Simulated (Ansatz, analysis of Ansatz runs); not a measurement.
**Does the charge change how Cl moves in CsLi2Cl3 (Immm)?**

Aim: compare the barrier of one jump in CsLi2Cl3 (Immm) across charge states. The case: V_Cl hop (3.8 Å), in a cell of 72 host atoms with 1 Cl taken out.

Main program and level: analysis of Ansatz runs 0.2.0; migration barriers of one hop by charge state from climbing-image bands, PBEsol; no image-charge correction, which largely cancels along a path.

## (1) The structure

The cell holds 71 atoms: 12 Cs, 24 Li and 35 Cl. Cell: a = 13.503 Å, b = 11.191 Å, c = 12.249 Å, α = 90.0°, β = 90.0°, γ = 66.3°. It derives from CsLi2Cl3 (space group Immm). Nearest the centre at fractional (0.708, 0.375, 0.615): Li58 at 1.60 Å, Cl69 at 1.90 Å, Cs51 at 2.95 Å, Cs27 at 2.95 Å, Cl64 at 3.23 Å, Cl40 at 3.23 Å, Li55 at 3.50 Å, Li31 at 3.50 Å.

As a file:

```xyz
71
Lattice="13.5032 0.0000 0.0000 4.5011 10.2463 0.0000 0.0000 0.0000 12.2489" Properties=species:S:1:pos:R:3 pbc="T T T"
Cs    0.0000    0.0000    6.1245
Cs    2.2505    2.5616    0.0000
Cs    4.5011    5.1232    6.1245
Cs    6.7516    7.6848    0.0000
Li    0.0000    0.0000    9.8869
Li    2.2505    2.5616    3.7624
Li    4.5011    5.1232    9.8869
Li    6.7516    7.6848    3.7624
Li    0.0000    0.0000    2.3620
Li    2.2505    2.5616    8.4865
Li    4.5011    5.1232    2.3620
Li    6.7516    7.6848    8.4865
Cl    2.2505    5.1232    3.3326
Cl    4.5011    7.6848    9.4570
Cl    2.2505    0.0000    3.3326
Cl    4.5011    2.5616    9.4570
Cl    2.2505    5.1232    8.9164
Cl    4.5011    7.6848    2.7919
Cl    2.2505    0.0000    8.9164
Cl    4.5011    2.5616    2.7919
Cl    0.0000    0.0000    0.0000
Cl    2.2505    2.5616    6.1245
Cl    4.5011    5.1232    0.0000
Cl    6.7516    7.6848    6.1245
Cs    4.5011    0.0000    6.1245
Cs    6.7516    2.5616    0.0000
Cs    9.0022    5.1232    6.1245
Cs   11.2527    7.6848    0.0000
Li    4.5011    0.0000    9.8869
Li    6.7516    2.5616    3.7624
Li    9.0022    5.1232    9.8869
Li   11.2527    7.6848    3.7624
Li    4.5011    0.0000    2.3620
Li    6.7516    2.5616    8.4865
Li    9.0022    5.1232    2.3620
Li   11.2527    7.6848    8.4865
Cl    6.7516    5.1232    3.3326
Cl    9.0022    7.6848    9.4570
Cl    6.7516    0.0000    3.3326
Cl    9.0022    2.5616    9.4570
Cl    6.7516    5.1232    8.9164
Cl    9.0022    7.6848    2.7919
Cl    6.7516    0.0000    8.9164
Cl    9.0022    2.5616    2.7919
Cl    4.5011    0.0000    0.0000
Cl    6.7516    2.5616    6.1245
Cl    9.0022    5.1232    0.0000
Cl   11.2527    7.6848    6.1245
Cs    9.0022    0.0000    6.1245
Cs   11.2527    2.5616    0.0000
Cs   13.5032    5.1232    6.1245
Cs   15.7538    7.6848    0.0000
Li    9.0022    0.0000    9.8869
Li   11.2527    2.5616    3.7624
Li   13.5032    5.1232    9.8869
Li   15.7538    7.6848    3.7624
Li    9.0022    0.0000    2.3620
Li   11.2527    2.5616    8.4865
Li   13.5032    5.1232    2.3620
Li   15.7538    7.6848    8.4865
Cl   11.2527    5.1232    3.3326
Cl   13.5032    7.6848    9.4570
Cl   11.2527    0.0000    3.3326
Cl   13.5032    2.5616    9.4570
Cl   13.5032    7.6848    2.7919
Cl   11.2527    0.0000    8.9164
Cl   13.5032    2.5616    2.7919
Cl    9.0022    0.0000    0.0000
Cl   11.2527    2.5616    6.1245
Cl   13.5032    5.1232    0.0000
Cl   15.7538    7.6848    6.1245
```

The cell's shortest repeat is 11.2 Å.

## (2) The bands

Climbing-image bands with Ansatz at one point at (¼, ¼, ¼), on 1 × NVIDIA GB200 with 32 threads of Arm Neoverse V2, shared host:

```tsv
charge	moment (μB)	images	iterations	energies along the band (eV)	time
+1	0	5	7	0.00, 0.13, 0.59, 0.82, 0.69, 0.50, 0.44	13 s
0	1	5	8	0.00, 0.13, 0.74, 1.23, 0.72, 0.17, 0.04	24 s
```

## (3) Barriers and rates

Arrhenius rates with an assumed prefactor of 1e13 per second. The hop rate by temperature:

```tsv
temperature (K)	charge +1 (1/s)	charge +0, moment 1 (1/s)
200	2.7e-8	9.3e-19
300	0.195	2.0e-8
400	522	0.00305
600	1.4e6	453
800	7.2e7	1.7e5
1000	7.7e8	6.2e6
```

## (4) Summary of results

| Quantity | Value |
| --- | --- |
| barrier at charge plus 1 | 0.82 eV |
| barrier at charge 0, 1 μB | 1.23 eV |

The barrier is lowest at charge +1 (0.82 eV) and highest at 0 (1.23 eV). No image-charge correction is applied. The order of the top as a saddle was not checked for all atoms, so a bent path could be lower. Limits: one k-point off the zone centre stands for the whole zone; spin–orbit coupling, which can matter with heavy atoms, is left out.

[Logs are printed without paths, hosts, clocks, repeated set-up lines and the standing remarks that a program may print on its own settings, such as how far it seeks lower states.]

[Hosts, paths, dates, database ids (printed as entryN), source tags and the programs' standing remarks are cut or masked in the printed files.]
